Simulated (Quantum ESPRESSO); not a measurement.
## KI (Fm-3m): from Born charge to LO-TO splitting

Aim: work out the LO frequency and the static dielectric constant of KI (Fm-3m) from one linear-response run, then check them.

Method: DFT LDA, scalar-relativistic, plane waves, PseudoDojo norm-conserving pseudopotentials, in Quantum ESPRESSO 7.5.

**1. The relaxed structure**

The structure is cubic, space group Fm-3m (No. 225). The conventional cell has a = 6.817 Å, b = 6.817 Å, c = 6.817 Å, α = 90.00°, β = 90.00°, γ = 90.00°. Nearest to K lie 6 I at 3.41 Å. Nearest to I lie 6 K at 3.41 Å. Farther neighbours and most contacts between anions are not listed.

Coordinates:

```xyz
2
Lattice="-3.4087 0.0000 3.4087 0.0000 3.4087 3.4087 -3.4087 3.4087 0.0000" Properties=species:S:1:pos:R:3 pbc="T T T"
K     0.0000    0.0000    0.0000
I    -3.4087    3.4087    3.4087
```

This is the cell after its relaxation at this level of theory, not the database cell from which that began.

**2. What the response run gave**

A linear-response run on the relaxed cell, with the response to an electric field; only its zone-centre results are used. Cutoff 79 Ry, k mesh 8×8×8.

What it wrote:

```text
[banners, grids, parts of the stress and lines that vanish by symmetry left out]
Program PHONON v.7.5
     Reading xml data from directory:

[...]
Exchange-correlation= PW
                           (   1   4   0   0   0   0   0)
[...]
kinetic-energy cut-off    =      79.0000  Ry
     charge density cut-off    =     316.0000  Ry
     convergence threshold     =      1.0E-18
[...]
Exchange-correlation= PW
                           (   1   4   0   0   0   0   0)
[...]
q = (   0.0000000   0.0000000   0.0000000 )
     49 Sym.Ops. (with q -> -q+G )
     G cutoff =  664.2445  (  50701 G-vectors)     FFT grid: ( 54, 54, 54)
     number of k points=    29
[...]
Mode symmetry, O_h (m-3m)  point group:
[...]
Dielectric constant
[...]
End of electric fields calculation
          Dielectric constant in cartesian axis
          (       3.126876578      -0.000000000       0.000000000 )
          (       0.000000000       3.126876578       0.000000000 )
          (       0.000000000       0.000000000       3.126876578 )
          Effective charges (d Force / dE) in cartesian axis without acoustic sum rule applied (asr)
           atom    1  K     Mean Z*:        1.10614
      Ex  (        1.10614        0.00000        0.00000 )
      Ey  (        0.00000        1.10614        0.00000 )
      Ez  (        0.00000        0.00000        1.10614 )
           atom    2  I     Mean Z*:       -1.10746
      Ex  (       -1.10746        0.00000        0.00000 )
      Ey  (        0.00000       -1.10746       -0.00000 )
      Ez  (        0.00000       -0.00000       -1.10746 )
          Effective charges Sum: Mean:       -0.00132
[...]
Effective charges (d Force / dE) in cartesian axis with asr applied:
           atom    1  K     Mean Z*:        1.10680
[...]
atom    2  I     Mean Z*:       -1.10680
[...]
Representation #   1 modes #   1   2   3
[...]
End of self-consistent calculation
     Convergence has been achieved
     Representation #   2 modes #   4   5   6
[...]
End of self-consistent calculation
     Convergence has been achieved
[...]
Dielectric constant in cartesian axis
          (       3.126876578      -0.000000000       0.000000000 )
          (       0.000000000       3.126876578       0.000000000 )
          (       0.000000000       0.000000000       3.126876578 )
          Effective charges (d Force / dE) in cartesian axis without acoustic sum rule applied (asr)
           atom    1  K     Mean Z*:        1.10614
      Ex  (        1.10614        0.00000        0.00000 )
      Ey  (        0.00000        1.10614        0.00000 )
      Ez  (        0.00000        0.00000        1.10614 )
           atom    2  I     Mean Z*:       -1.10746
      Ex  (       -1.10746        0.00000        0.00000 )
      Ey  (        0.00000       -1.10746       -0.00000 )
      Ez  (        0.00000       -0.00000       -1.10746 )
          Effective charges Sum: Mean:       -0.00132
[...]
Effective charges (d Force / dE) in cartesian axis with asr applied:
           atom    1  K     Mean Z*:        1.10680
[...]
atom    2  I     Mean Z*:       -1.10680
[...]
q = (    0.000000000   0.000000000   0.000000000 )
[...]
freq (    1) =       0.013460 [THz] =       0.448991 [cm-1]
     freq (    2) =       0.013460 [THz] =       0.448991 [cm-1]
     freq (    3) =       0.013460 [THz] =       0.448991 [cm-1]
     freq (    4) =       3.440450 [THz] =     114.761066 [cm-1]
     freq (    5) =       3.440450 [THz] =     114.761066 [cm-1]
     freq (    6) =       3.440450 [THz] =     114.761066 [cm-1]
[...]
Mode symmetry, O_h (m-3m)  point group:
     freq (   1-   3) =          0.4  [cm-1]   --> T_1u G_15  G_4- I
     freq (   4-   6) =        114.8  [cm-1]   --> T_1u G_15  G_4- I

   JOB DONE.
```

```csv
quantity,value
cell volume Ω (Å³),79.212
mass of K (u),39.098
mass of I (u),126.904
"Born charge of K, raw (e)",1.106
"Born charge of I, raw (e)",-1.107
ε∞,3.127
ω(TO) after the sum rule (cm⁻¹),114.8
```

**3. The calculation**

The charges must sum to zero over the cell; taking off their mean, -0.001 e, leaves Z* = 1.107 e on K. In the polar mode K moves against I, so the reduced mass is μ = 39.10 × 126.90 / 166.00 = 29.890 u.

A longitudinal wave builds up a field that adds to the restoring force: ω(LO)² = ω(TO)² + 4π Z*² / (μ Ω ε∞), in Hartree atomic units. With μ = 54485 electron masses and Ω = 534.55 bohr³ the second term is 1.6903e-07 Ha², or 8142 cm⁻² (1 Ha = 219474.6 cm⁻¹).

So ω(LO) = √(13170 + 8142) = 146.0 cm⁻¹, and by the Lyddane-Sachs-Teller relation ε₀ = ε∞ (ω(LO)/ω(TO))² = 5.06.

**4. Check against the program**

The analysis program adds the same non-analytic term to the full matrix, here for q along (1 0 0).

What it wrote:

```text
[banner, memory and clock lines left out]
Program DYNMAT v.7.5

     Reading Dynamical Matrix from file g.dyn
     ...Force constants read
     ...epsilon and Z* read

     Polarizability (A^3 units)
     multiply by 0.585152 for Clausius-Mossotti correction
        13.406697    0.000000    0.000000
        -0.000000   13.406697    0.000000
         0.000000    0.000000   13.406697

     IR activities are in (D/A)^2/amu units

# mode   [cm-1]    [THz]      IR
    1     -0.00   -0.0000    0.0000
    2     -0.00   -0.0000    0.0000
    3      0.00    0.0000    0.0000
    4    114.76    3.4404    0.9456
    5    114.76    3.4404    0.9456
    6    145.98    4.3765    0.9456
```

ε₀ comes from the program's run without a direction of q.

```csv
quantity,by hand,program
ω(LO) (cm⁻¹),146.0,146.0
ε₀,5.06,5.06
```

**5. Outcome**

```
TO mode                    : 114.8 cm⁻¹
LO mode                    : 146.0 cm⁻¹
static dielectric constant : 5.060
```

**Reading.** The LO mode of KI (Fm-3m) lies at 146 cm⁻¹, 31 cm⁻¹ above the TO mode; the formula meets the program within 0.1 cm⁻¹, as it must for a cubic crystal with one polar mode. ω(LO)² − ω(TO)² goes with Z*²/ε∞: an error of 5 % in ε∞ would move the LO mode by 1.3 cm⁻¹, and semilocal functionals tend to overestimate ε∞. These are harmonic values at zero temperature, at the volume of this functional, for the structure held cubic; stability elsewhere in the zone is no part of this calculation.

[Host names and launcher messages were left out of these logs when they were recorded.]

[Logs are printed without paths, hosts, clocks, repeated set-up lines and the standing remarks that a program may print on its own settings, such as how far it seeks lower states.]

[Hosts, paths, dates, database ids (printed as entryN), source tags and the programs' standing remarks are cut or masked in the printed files.]
